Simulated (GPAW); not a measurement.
# How the plane-wave cutoff moves the magnetism of linear Rh chain, spacing 3.025 A

Wanted: the cheapest choice of the plane-wave cutoff that holds the magnetic results of linear Rh chain, spacing 3.025 A.

Program: GPAW 26.7.0. Level of theory: LDA; plane waves with GPAW's PAW setups, scalar-relativistic. Results are calculated unless marked as measured.

Report form: the programs' logs are mostly left out.

### Step 1. Starting point

The cell holds 1 atom: 1 Rh. Its edges and angles: a = 12.000 Å, b = 12.000 Å, c = 3.025 Å, α = 90.0°, β = 90.0°, γ = 90.0°. model lattice. Vacuum lies along a and b. The structure's axis is c.

### Step 2. Rung 1 (250 eV), start ferro +

The ladder starts at a low cutoff and climbs, to see from where on the results stand still.

Input file order1.py:

```python
import json
import numpy as np
from ase import Atoms
from ase.parallel import paropen, parprint
from gpaw import GPAW

atoms = Atoms(['Rh'],
    cell=[[12.0, 0.0, 0.0],
         [0.0, 12.0, 0.0],
         [0.0, 0.0, 3.025]],
    scaled_positions=[[0.5, 0.5, 0.0]],
    pbc=True,
    magmoms=[1.0])
atoms.calc = GPAW(mode={'name': 'pw', 'ecut': 250},
    xc='LDA',
    kpts={'size': (1, 1, 10), 'gamma': True},
    occupations={'name': 'fermi-dirac', 'width': 0.05},
    convergence={'density': 1e-05, 'energy': 1e-05},
    maxiter=200,
    symmetry={'tolerance': 1e-4},
    txt='order1.txt')
e = atoms.get_potential_energy(force_consistent=True)
res = {'free_energy': e, 'energy_sigma0': atoms.get_potential_energy(), 'fermi_energy': atoms.calc.get_fermi_level()}
res['moments'] = atoms.get_magnetic_moments().tolist()
res['total'] = atoms.get_magnetic_moment()
parprint('site moments (muB):', np.round(res['moments'], 3))
parprint(f"total moment: {res['total']:.3f} muB")
parprint(f'free energy: {e:.6f} eV')
atoms.calc.write('order1.gpw')
with paropen('results.json', 'w') as f:
    json.dump(res, f)
```

On the command line:

```sh
$ OMP_NUM_THREADS=1 python3 order1.py > order1.log
```

It took 11 s on 1 MPI rank of INTEL XEON PLATINUM 8581C at 2.10GHz (Emerald Rapids), shared host; peak memory 0.19 GiB.

This step gave:

| Quantity | Value |
| --- | --- |
| magnetization | 2.000 μB |
| final state | ferromagnetic |
| largest moment | 1.590 μB |

After 17 cycles the largest moment stands at 1.59 μB.

### Step 3. Rung 1 (250 eV), start antiferro q=(0,0,1/2) +-

The second start gives the energy difference between the two end states, the quantity that is followed up the ladder. Its q is in fractions of the reciprocal vectors of the first run's cell.

order2.py is the script of step 2 with these lines changed:

```diff
@@ -6,12 +6,13 @@
 
-atoms = Atoms(['Rh'],
+atoms = Atoms(['Rh', 'Rh'],
     cell=[[12.0, 0.0, 0.0],
          [0.0, 12.0, 0.0],
-         [0.0, 0.0, 3.025]],
-    scaled_positions=[[0.5, 0.5, 0.0]],
+         [0.0, 0.0, 6.05]],
+    scaled_positions=[[0.5, 0.5, 0.0],
+         [0.5, 0.5, 0.5]],
     pbc=True,
-    magmoms=[1.0])
+    magmoms=[1.0, -1.0])
 atoms.calc = GPAW(mode={'name': 'pw', 'ecut': 250},
     xc='LDA',
-    kpts={'size': (1, 1, 10), 'gamma': True},
+    kpts={'size': (1, 1, 5), 'gamma': True},
     occupations={'name': 'fermi-dirac', 'width': 0.05},
@@ -20,3 +21,3 @@
     symmetry={'tolerance': 1e-4},
-    txt='order1.txt')
+    txt='order2.txt')
 e = atoms.get_potential_energy(force_consistent=True)
@@ -28,3 +29,3 @@
 parprint(f'free energy: {e:.6f} eV')
-atoms.calc.write('order1.gpw')
+atoms.calc.write('order2.gpw')
 with paropen('results.json', 'w') as f:
```

On the command line:

```sh
$ OMP_NUM_THREADS=1 python3 order2.py > order2.log
```

The job ended after 26 s (1 MPI rank; peak memory 0.26 GiB).

Read from the output:

| Property | Result |
| --- | --- |
| magnetization | 0 μB |
| final state | antiferromagnetic |
| largest moment | 1.151 μB |

This start lies +185.6 meV a seeded atom from the first; its largest moment is 1.15 μB.

### Step 4. Rung 2 (325 eV), start ferro +

order1.py is the script of step 2 with these lines changed:

```diff
@@ -13,3 +13,3 @@
     magmoms=[1.0])
-atoms.calc = GPAW(mode={'name': 'pw', 'ecut': 250},
+atoms.calc = GPAW(mode={'name': 'pw', 'ecut': 325},
     xc='LDA',
```

On the command line:

```sh
$ OMP_NUM_THREADS=1 python3 order1.py > order1.log
```

Run time: 14 s. Hardware: 1 MPI rank; peak memory 0.23 GiB.

Numbers from this step:

* magnetization: 2.000 μB
* final state: ferromagnetic
* largest moment: 1.596 μB

The largest moment moves by +0.01 μB from rung 1, at 1.3 times its CPU time.

### Step 5. Rung 2 (325 eV), start antiferro q=(0,0,1/2) +-

order2.py is the script of step 3 with these lines changed:

```diff
@@ -14,3 +14,3 @@
     magmoms=[1.0, -1.0])
-atoms.calc = GPAW(mode={'name': 'pw', 'ecut': 250},
+atoms.calc = GPAW(mode={'name': 'pw', 'ecut': 325},
     xc='LDA',
```

On the command line:

```sh
$ OMP_NUM_THREADS=1 python3 order2.py > order2.log
```

Wall time 3.6 min (1 MPI rank); peak memory 0.34 GiB.

Numbers from this step:

* magnetization: 0 μB
* final state: antiferromagnetic
* largest moment: 1.146 μB

This start lies +184.6 meV a seeded atom from the first, a change of -1.0 meV since rung 1; its largest moment is 1.15 μB.

### Step 6. Rung 3 (400 eV), start ferro +

order1.py is the script of step 4 with these lines changed:

```diff
@@ -13,3 +13,3 @@
     magmoms=[1.0])
-atoms.calc = GPAW(mode={'name': 'pw', 'ecut': 325},
+atoms.calc = GPAW(mode={'name': 'pw', 'ecut': 400},
     xc='LDA',
```

On the command line:

```sh
$ OMP_NUM_THREADS=1 python3 order1.py > order1.log
```

Run time: 21 s. Hardware: 1 MPI rank; peak memory 0.26 GiB.

This step gave:

```yaml
magnetization: 2.000 μB
final_state: ferromagnetic
largest_moment: 1.598 μB
```

The largest moment is that of rung 2, at 1.5 times its CPU time.

### Step 7. Rung 3 (400 eV), start antiferro q=(0,0,1/2) +-

order2.py is the script of step 5 with these lines changed:

```diff
@@ -14,3 +14,3 @@
     magmoms=[1.0, -1.0])
-atoms.calc = GPAW(mode={'name': 'pw', 'ecut': 325},
+atoms.calc = GPAW(mode={'name': 'pw', 'ecut': 400},
     xc='LDA',
```

On the command line:

```sh
$ OMP_NUM_THREADS=1 python3 order2.py > order2.log
```

It took 42 s on 1 MPI rank; peak memory 0.38 GiB.

Numbers from this step:

```
magnetization  : 0 μB
final state    : antiferromagnetic
largest moment : 1.147 μB
```

This start lies +184.8 meV a seeded atom from the first, a change of +0.1 meV since rung 2; its largest moment is 1.15 μB.

### Step 8. Rung 4 (500 eV), start ferro +

order1.py is the script of step 6 with these lines changed:

```diff
@@ -13,3 +13,3 @@
     magmoms=[1.0])
-atoms.calc = GPAW(mode={'name': 'pw', 'ecut': 400},
+atoms.calc = GPAW(mode={'name': 'pw', 'ecut': 500},
     xc='LDA',
```

On the command line:

```sh
$ OMP_NUM_THREADS=1 python3 order1.py > order1.log
```

It took 27 s on 1 MPI rank; peak memory 0.32 GiB.

Read from the output:

```
magnetization  : 2.000 μB
final state    : ferromagnetic
largest moment : 1.599 μB
```

The largest moment is that of rung 3, at 1.3 times its CPU time.

### Step 9. Rung 4 (500 eV), start antiferro q=(0,0,1/2) +-

order2.py is the script of step 7 with these lines changed:

```diff
@@ -14,3 +14,3 @@
     magmoms=[1.0, -1.0])
-atoms.calc = GPAW(mode={'name': 'pw', 'ecut': 400},
+atoms.calc = GPAW(mode={'name': 'pw', 'ecut': 500},
     xc='LDA',
```

On the command line:

```sh
$ OMP_NUM_THREADS=1 python3 order2.py > order2.log
```

It took 63 s on 1 MPI rank; peak memory 0.5 GiB.

Numbers from this step:

| Property | Result |
| --- | --- |
| magnetization | 0 μB |
| final state | antiferromagnetic |
| largest moment | 1.147 μB |

This start lies +184.7 meV a seeded atom from the first, a change of -0.0 meV since rung 3; its largest moment is 1.15 μB.

### Step 10. Rung 5 (650 eV), start ferro +

order1.py is the script of step 8 with these lines changed:

```diff
@@ -13,3 +13,3 @@
     magmoms=[1.0])
-atoms.calc = GPAW(mode={'name': 'pw', 'ecut': 500},
+atoms.calc = GPAW(mode={'name': 'pw', 'ecut': 650},
     xc='LDA',
```

On the command line:

```sh
$ OMP_NUM_THREADS=1 python3 order1.py > order1.log
```

Wall time 42 s (1 MPI rank); peak memory 0.41 GiB.

Read from the output:

| Property | Result |
| --- | --- |
| magnetization | 2.000 μB |
| final state | ferromagnetic |
| largest moment | 1.599 μB |

The largest moment is that of rung 4, at 1.5 times its CPU time.

### Step 11. Rung 5 (650 eV), start antiferro q=(0,0,1/2) +-

order2.py is the script of step 9 with these lines changed:

```diff
@@ -14,3 +14,3 @@
     magmoms=[1.0, -1.0])
-atoms.calc = GPAW(mode={'name': 'pw', 'ecut': 500},
+atoms.calc = GPAW(mode={'name': 'pw', 'ecut': 650},
     xc='LDA',
```

On the command line:

```sh
$ OMP_NUM_THREADS=1 python3 order2.py > order2.log
```

It took 89 s on 1 MPI rank; peak memory 0.68 GiB.

Read from the output:

- magnetization: 0 μB
- final state: antiferromagnetic
- largest moment: 1.147 μB

This start lies +184.7 meV a seeded atom from the first, a change of +0.0 meV since rung 4; its largest moment is 1.15 μB.

### Step 12. Rung 6 (800 eV), start ferro +

order1.py is the script of step 10 with these lines changed:

```diff
@@ -13,3 +13,3 @@
     magmoms=[1.0])
-atoms.calc = GPAW(mode={'name': 'pw', 'ecut': 650},
+atoms.calc = GPAW(mode={'name': 'pw', 'ecut': 800},
     xc='LDA',
```

On the command line:

```sh
$ OMP_NUM_THREADS=1 python3 order1.py > order1.log
```

Run time: 54 s. Hardware: 1 MPI rank; peak memory 0.52 GiB.

Numbers from this step:

```yaml
magnetization: 2.000 μB
final_state: ferromagnetic
largest_moment: 1.599 μB
```

The largest moment is that of rung 5, at 1.3 times its CPU time.

### Step 13. Rung 6 (800 eV), start antiferro q=(0,0,1/2) +-

order2.py is the script of step 11 with these lines changed:

```diff
@@ -14,3 +14,3 @@
     magmoms=[1.0, -1.0])
-atoms.calc = GPAW(mode={'name': 'pw', 'ecut': 650},
+atoms.calc = GPAW(mode={'name': 'pw', 'ecut': 800},
     xc='LDA',
```

On the command line:

```sh
$ OMP_NUM_THREADS=1 python3 order2.py > order2.log
```

The job ended after 2 min (1 MPI rank; peak memory 0.91 GiB).

Numbers from this step:

| Item | Value |
| --- | --- |
| magnetization | 0 μB |
| final state | antiferromagnetic |
| largest moment | 1.147 μB |

This start lies +184.7 meV a seeded atom from the first, a change of -0.0 meV since rung 5; its largest moment is 1.15 μB.

### Step 14. Side by side

Ladder, by row:

| rung | cutoff (eV) | state from the first start | state from the second start | second less first (meV a seeded atom) | moment, first (μB) | moment, second (μB) | CPU time (s) |
| --- | --- | --- | --- | --- | --- | --- | --- |
| 1 | 250 | ferromagnetic | antiferromagnetic | 185.6 | 1.59 | 1.151 | 36.64 |
| 2 | 325 | ferromagnetic | antiferromagnetic | 184.6 | 1.596 | 1.146 | 231.7 |
| 3 | 400 | ferromagnetic | antiferromagnetic | 184.8 | 1.598 | 1.147 | 63.03 |
| 4 | 500 | ferromagnetic | antiferromagnetic | 184.7 | 1.599 | 1.147 | 89.86 |
| 5 | 650 | ferromagnetic | antiferromagnetic | 184.7 | 1.599 | 1.147 | 130.4 |
| 6 | 800 | ferromagnetic | antiferromagnetic | 184.7 | 1.599 | 1.147 | 175.8 |

### Step 15. Outcome

```json
{"range of the moment in the table, first start": "1.59 to 1.60 μB", "range of CPU time": "37 s to 3.9 min", "range of the energy difference": "185 to 186 meV a seeded atom", "first rung from which all stay within 9.2 meV of the last": "1"}
```

In words: From rung 1 on the result stays within 0.86 meV of the last rung, inside the margin of 9.2 meV set for it, at 21 % of the last rung's cost. The first start ends lower on every rung of the table; whether functional and cell give the true order is another question.

[Logs and program files are shortened in this print: banners, set-up blocks, solver, clock and traceback lines can be left out without a mark of their own.]

[Logs are printed without paths, hosts, clocks, repeated set-up lines and the standing remarks that a program may print on its own settings, such as how far it seeks lower states.]

[Hosts, paths, dates, database ids (printed as entryN), source tags and the programs' standing remarks are cut or masked in the printed files.]

[Where a cell is said to come from a database of computed structures, the database is the Materials Project.]
